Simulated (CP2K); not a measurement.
Two runs for the C K edge of carbon suboxide. Run A: CP2K XAS_TDP, all-electron GAPW, PBEh(45%), aug-cc-pVTZ, TDA, no relativity. Run B differs in one setting.

First lines with a strength over 0.0015. A:

```
                           atom  energy (eV)  states  strength, one atom
C2 (bonded to C and O), 2 alike       283.00       2              0.1327
                                      289.59       2              0.0067
                                      290.10       1              0.0030
                                      290.81       2              0.0257
                                      291.13       2              0.0124
             C3 (bonded to 2 C)       285.61       2              0.0952
                                      285.73       1              0.0104
                                      286.41       2              0.0317
                                      287.81       1              0.0112
                                      288.70       1              0.0027
```

B:

```
                           atom  energy (eV)  states  strength, one atom
C2 (bonded to C and O), 2 alike       283.34       2              0.1381
                                      291.36       2              0.0460
                                      292.06       1              0.0091
                                      295.79       1              0.0314
                                      296.51       2              0.0794
             C3 (bonded to 2 C)       285.97       2              0.1355
                                      287.28       1              0.0328
                                      293.11       2              0.0489
                                      294.19       1              0.0379
                                      299.54       2              0.0745
```

**Question.** Which was it: scalar relativity switched on, the functional, GW2X switched on, the basis?

The basis (basis from aug-cc-pVTZ to pc-1; the lines alone don't name the new value). A basis moves diffuse and continuum lines far more than the leading valence line. Against PBEh(45%) in aug-cc-pVTZ, the leading lines move by +0.34 eV (C2, to 283.34) and +0.36 eV (C3, to 285.97); the strength of C2's goes from 0.1327 to 0.1381. The next line of C2 over the strength cut lies 8.02 eV higher, against 6.59.

[Banner, clock and machine lines of the logs are left out without a mark of their own.]

[Logs are printed without paths, hosts, clocks, repeated set-up lines and the standing remarks that a program may print on its own settings, such as how far it seeks lower states.]

[Hosts, paths, dates, database ids (printed as entryN), source tags and the programs' standing remarks are cut or masked in the printed files.]
